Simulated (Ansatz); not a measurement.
# KZr, from a guessed structure to a relaxed one, part 2 of 2

This structure for KZr is made up. Its elements were placed in a known structure type with a cell scaled to their sizes. What cell does the guess relax to, and how far off was it?

Ansatz 0.2.0; DFT, PBE, plane-wave PAW, files of the set soft_1, scalar-relativistic, no spin, cell and ions relaxed at zero pressure; PAW set soft_1 (the session's first sound run).

So far: The starting structure; Relaxing cell and atoms.

## (2) Relaxing cell and atoms (continued)

Step by step:

| step | energy less that of the first step (eV) | largest force component (eV/Å) | pressure (GPa) | volume (Å³) |
| --- | --- | --- | --- | --- |
| 1 | 0.0000 | 0.0000 | -5.21 | 88.47 |
| 2 | -0.3917 | 0.0000 | -4.80 | 80.27 |
| 3 | -0.7300 | 0.0000 | -3.69 | 72.49 |
| 4 | -0.9525 | 0.0000 | -1.46 | 65.48 |
| 5 | -0.9805 | 0.0000 | -0.55 | 64.56 |
| 6 | -0.9901 | 0.0000 | 0.11 | 62.67 |
| 7 | -0.9902 | 0.0000 | -0.01 | 62.96 |
| 8* | -0.9900 | 0.0000 | -0.01 | 62.96 |

Relaxation steps marked * repeat the geometry before them on a plane-wave basis chosen anew for their cell, so energy and pressure can jump there.

Forces are held to the 12 operations that the run works with; a distortion that breaks them can't arise in this run.

| cell as run | before | after | change |
| --- | --- | --- | --- |
| a (Å) | 3.901 | 3.232 | -17.1 % |
| b (Å) | 3.901 | 3.232 | -17.1 % |
| c (Å) | 6.713 | 6.959 | +3.7 % |
| volume (Å³/atom) | 44.24 | 31.48 | -28.8 % |

Final coordinates:

```
Zr K
1.0
     3.23218    0.00000    0.00000
    -1.61609    2.79915    0.00000
     0.00000    0.00000    6.95854
Zr K
1 1
Cartesian
  1.6161 0.9330 0.0000
  0.0000 0.0000 3.4793
```

Numbers from this step:

| Property | Result |
| --- | --- |
| free energy | -5719.9244 eV |
| energy at zero smearing | -5719.9123 eV |
| smearing term TS | 0.02437 eV |
| Fermi energy | 8.013 eV |
| electrons | 21 |
| symmetry operations | 12 |
| pressure | -0.01448 GPa |

The shortest distance of each pair, which need not be the same contact before and after:

| pair | guess (Å) | relaxed (Å) |
| --- | --- | --- |
| Zr–Zr | 3.901 | 3.232 |
| K–K | 3.901 | 3.232 |
| K–Zr | 4.042 | 3.948 |

The relaxation ends with a pressure of -0.01 GPa.

## (3) Electronic structure of the relaxed cell

With the geometry fixed, one more self-consistent run, with a narrower smearing and the mesh shown in its input, gives the bands, and its pressure, and its forces where symmetry allows any, show how far the geometry depends on these settings.

This step: DFT, PBE, plane-wave PAW, files of the set soft_1, scalar-relativistic, no spin, bands and density of states at the relaxed cell; PAW set soft_1 (Ansatz 0.2.0).

input.yaml reads:

```yaml
crystal:
  lattice:
    - [3.2321791257, 0.0, 0.0]
    - [-1.6160895629, 2.7991492325, 0.0]
    - [0.0, 0.0, 6.9585418331]
  atoms:
    - { symbol: Zr, position: [0.6666666667, 0.3333333333, 0.0] }
    - { symbol: K, position: [0.0, 0.0, 0.5] }
kpoints:
  mp_grid: { grid: [12, 12, 6] }
  band_path:
    path:
      - [[0.0, 0.0, 0.0], [0.5, 0.0, 0.0], [0.33333333, 0.33333333, 0.0], [0.0, 0.0, 0.0], [0.0, 0.0, 0.5], [0.5, 0.0, 0.5], [0.33333333, 0.33333333, 0.5], [0.0, 0.0, 0.5]]
      - [[0.5, 0.0, 0.5], [0.5, 0.0, 0.0]]
      - [[0.33333333, 0.33333333, 0.0], [0.33333333, 0.33333333, 0.5]]
    npoints: 8
scf:
  occupations: { method: fermi_dirac, width: 0.03 }
  n_extra_bands: 6
hamiltonian:
  xc: pbe
  pseudopotentials: { kind: paw, azcp: { folder: soft_1 } }
output:
  forces: true
  stress: true
  write_bands: true
  dos: { projected: true }
  write_density: true
  write_potential: true
  elf: true
  volumetric_format: npy
```

The run is started by

```sh
> ansatz run input.yaml --threads 4 --pin off --max-ram 8192MiB --backend cpu --events-out ev --progress --plain --runs-dir out
```

Numbers of over 12 decimals in the logs are rounded to 6 here.

What it wrote:

```text
[...]
Crystal: 2 atoms, lattice volume = 62.956 Å³
Basis set: ecut = 420 eV, 1259 PW (Γ), exchange–correlation on 48×48×96 points (8 copies of the dense FFT grid, shifted against one another)
Bands: 17, of which v1, the nominal top of the filled ones, is band 11 counted from 1 (10 counted from 0)
Symmetry: 12 space group operations
[...]
k-points: 76 of 864 (time reversal used)
[...]
SCF iter   1: F=—  HF=-5720.080038 eV  |F-HF|=—  |Δ(HF+E_count)|=         —  Δρ=2.28e-2  dr2=5.28e-1  ethr=3.10e-3  ⟨swp⟩=6.6  Hψ=7185  notcnv=0
[...]
SCF iter   9: F=-5719.909323 eV  HF=-5719.909323 eV  |F-HF|=5.84e-10  |Δ(HF+E_count)|=   5.31e-9  Δρ=1.44e-6  dr2=1.10e-9  ethr=4.76e-10  ⟨swp⟩=7.3  Hψ=6252  notcnv=0
SCF 1 converged in 9 iterations: F = -5719.909323 eV  dr2 = 1.10e-9
[...]
NSCF: frozen V_eff on 75 k-points
SCF converged after 9 iterations
Free energy (F): -5719.909323 eV
[...]
Internal energy: -5719.902030 eV  (E = F + TS)
E sigma→0 (E₀):  -5719.905677 eV
Entropy (-TS):   -0.007293 eV (-3.646 meV/atom)
Fermi energy:    8.051775 eV
[...]
--- Stress (GPa, compression-positive) ---
       -0.494190      -0.000000       0.000000
       -0.000000      -0.494190       0.000000
        0.000000       0.000000       0.495458
  P = ⅓ Tr σ = -0.1643 GPa (-1.643 kbar)
--- Band table (eV; the first three rows and the last of 76) ---
  k-point 0: bands = [... 7 lower, -7.0262, 3.9574, 6.6002, 8.0791, 9.3902, 9.3902, 9.5969, 11.5125, ... 2 higher]
  k-point 1: bands = [... 7 lower, -7.0262, 4.0318, 6.5077, 7.9427, 9.3894, 9.3894, 9.7378, 11.5086, ... 2 higher]
  k-point 2: bands = [... 7 lower, -7.0262, 4.2037, 6.2786, 7.7566, 9.3880, 9.3880, 9.9504, 11.5007, ... 2 higher]
  k-point 75: bands = [... 7 lower, -7.1245, 8.1481, 8.2502, 8.2714, 8.2962, 9.0185, 11.0567, 11.6774, ... 2 higher]
```

Elapsed: 3.4 s, on 4 threads of Arm Neoverse V2, shared host; peak memory 0.42 GiB; 13 s of CPU time.

In the SCF lines HF is the Harris–Foulkes energy and dr2 the Hartree energy of the density residual, in eV; the loop may stop once dr2 is under the threshold and the program's other checks hold. Hψ counts applications of the Hamiltonian.

Numbers from this step:

```yaml
free_energy: -5719.9093 eV
energy_at_zero_smearing: -5719.9057 eV
smearing_term_ts: 0.007293 eV
fermi_energy: 8.052 eV
pressure: -0.1643 GPa
```

bands.tsv at the labelled points (eV, zero at the Fermi level; the bands that come nearest the Fermi level along the path):

```
point  band 7  band 8  band 9  band 10  band 11  band 12  band 13  band 14
    Γ  -15.08  -15.08   -4.09    -1.45     0.03     1.34     1.34     1.55
    M  -15.37  -15.21   -1.75    -0.78     0.60     1.28     1.93     2.56
    K  -16.01  -15.18    0.10     0.10     0.15     0.43     1.19     2.99
    Γ  -15.08  -15.08   -4.09    -1.45     0.03     1.34     1.34     1.55
    A  -15.08  -15.08   -3.75    -1.91    -0.36     1.34     1.34     1.98
    L  -15.37  -15.21   -1.77    -0.93     0.47     1.66     1.80     2.66
    H  -16.01  -15.18    0.10     0.20     0.22     0.24     0.97     3.00
    A  -15.08  -15.08   -3.75    -1.91    -0.36     1.34     1.34     1.98
    L  -15.37  -15.21   -1.77    -0.93     0.47     1.66     1.80     2.66
    M  -15.37  -15.21   -1.75    -0.78     0.60     1.28     1.93     2.56
    K  -16.01  -15.18    0.10     0.10     0.15     0.43     1.19     2.99
    H  -16.01  -15.18    0.10     0.20     0.22     0.24     0.97     3.00
```

States per cell as run, both spins, in windows of 1 eV, from dos.tsv (zero at the Fermi level):

```
from  to  total
  -8  -7   0.00
  -7  -6   0.00
  -6  -5   0.00
  -5  -4   0.00
  -4  -3   0.25
  -3  -2   0.40
  -2  -1   1.29
  -1   0   3.15
   0   1   2.08
   1   2   2.44
   2   3   2.82
```

Below -8 eV lie 16.0 more states.

ELF in the ac plane at fractional y = 0.000, with atoms of K within 0.2 Å of it. It is the smooth field of the valence electrons, not physical close to the nuclei.

Ten even steps from '0' (0.02) to '9' (0.88), each cell a mean:
```
65421123443211245
65431112332112345
66532111111112356
66553322111233556
55554433333344555
22333444554443332
00001234444321000
22100001221000012
77642100000012467
99997410000147999
89999730000379999
67999840000489997
78999830000389998
99998510000158999
99864100000014689
33210001111000123
00000123443210000
11223344554433221
55554444334444555
66554322222234556
66543211111123456
65432112222112345
65421123443211245
65321234554321235
```
Columns run along a (3.2 Å), rows up along c (7.0 Å). Atoms in or near the plane, at fractional coordinates: K at (0.00, 0.50).

Valence density in the ac plane at fractional y = 0.000, with atoms of K within 0.2 Å of it. It is the smooth field of the valence electrons, not physical close to the nuclei.

Ten steps, logarithmic in the rise over the least value, from '_' (0.0 e/Å³) to '@' (4.3 e/Å³), each cell a mean:
```
::::::----====++++++++====----::::
::::::::----============----::::::
::::::::::::::--------::::::::::::
..........::::::::::::::::........
..................................
________________....______________
....____________________________..
--::::....________________....::::
**++++==--..____________..--==++++
%%%%##**++--..________..--++**##%%
@@@@@@%%**==::..____..::==**%%@@@@
@@@@@@%%##++--..____..--++##%%@@@@
@@@@@@%%##++--..____..--++##%%@@@@
@@%%%%##++--::________::--++##%%%%
##****++--::..________..::--++****
------::....____________....::----
......________________________....
__________________________________
..................................
................::::..............
::::::::::::::::----::::::::::::::
::::::::::----========----::::::::
::::::----====++++++++====----::::
::::::----==++++****++++==----::::
```
Columns run along a (3.2 Å), rows up along c (7.0 Å). Atoms in or near the plane, at fractional coordinates: K at (0.00, 0.50).

Electrostatic potential energy in the ac plane at fractional y = 0.000, with atoms of K within 0.2 Å of it. With pseudopotentials it is smooth inside the atoms' cores, unlike the true potential.

Ten even steps from '_' (-36 eV) to '@' (11 eV), each cell a mean:
```
@@@@@@@@%%####**++++**####%%@@@@@@
@@@@@@@@%%%%############%%%%@@@@@@
@@@@@@@@@@@@%%%%%%%%%%%%@@@@@@@@@@
@@@@@@@@@@@@@@@@@@@@@@@@@@@@@@@@@@
@@@@@@@@@@@@@@@@@@@@@@@@@@@@@@@@@@
@@@@@@@@@@@@@@@@@@@@@@@@@@@@@@@@@@
@@@@@@@@@@@@@@@@@@@@@@@@@@@@@@@@@@
%%%%%%@@@@@@@@@@@@@@@@@@@@@@@@%%%%
****##%%%%%%@@@@@@@@@@@@%%%%%%##**
..::--++##%%%%@@@@@@@@%%%%##++--::
______::++##%%%%%%%%%%%%##++::____
______..==**%%%%%%%%%%%%**==..____
______..==##%%%%%%%%%%%%##==..____
__..::==**%%%%%%@@@@%%%%%%**==::..
==++**##%%%%@@@@@@@@@@@@%%%%##**++
%%%%%%%%@@@@@@@@@@@@@@@@@@@@%%%%%%
@@@@@@@@@@@@@@@@@@@@@@@@@@@@@@@@@@
@@@@@@@@@@@@@@@@@@@@@@@@@@@@@@@@@@
@@@@@@@@@@@@@@@@@@@@@@@@@@@@@@@@@@
@@@@@@@@@@@@@@@@@@@@@@@@@@@@@@@@@@
@@@@@@@@@@@@%%%%%%%%%%%%@@@@@@@@@@
@@@@@@@@@@%%%%########%%%%@@@@@@@@
@@@@@@@@%%%%##**++++**##%%%%@@@@@@
@@@@@@%%%%##**++====++**##%%%%@@@@
```
Columns run along a (3.2 Å; values clipped at the 3rd and 97th percentile), rows up along c (7.0 Å). Atoms in or near the plane, at fractional coordinates: K at (0.00, 0.50).

## (4) Outcome

- space group, relaxed: P-6m2
- conventional cell: a = 3.232, b = 3.232, c = 6.959 Å; α = 90.0°, β = 90.0°, γ = 120.0°
- volume per atom: 31.48 Å³ (guess 44.24)

What this shows: KZr relaxes to P-6m2 with a = 3.232, b = 3.232 and c = 6.959 Å. The guessed volume was 41 % too large. The space group P-6m2 was held in the relaxation, so the end point is a stationary structure within it and may be a saddle against distortions or other arrangements. Bands cross the Fermi level, so it is a metal or semimetal at this level. The electron count is odd, which forces that without spin polarisation or a larger cell. On the 12×12×6 mesh with the narrower smearing (relaxed on 8×8×4) the forces vanish, as symmetry may demand, and the largest stress component is 0.495 GPa, against the relaxation's thresholds of 0.015 eV/Å and 0.05 GPa. The cutoff wasn't tested. A vector of the cell changed its length by 17 %, more than the volume shows. No dispersion term is used, so weakly bound directions may come out too long. Nothing here tests whether the compound is stable against decomposition.

[Logs are printed without paths, hosts, clocks, repeated set-up lines and the standing remarks that a program may print on its own settings, such as how far it seeks lower states.]

[Hosts, paths, dates, database ids (printed as entryN), source tags and the programs' standing remarks are cut or masked in the printed files.]
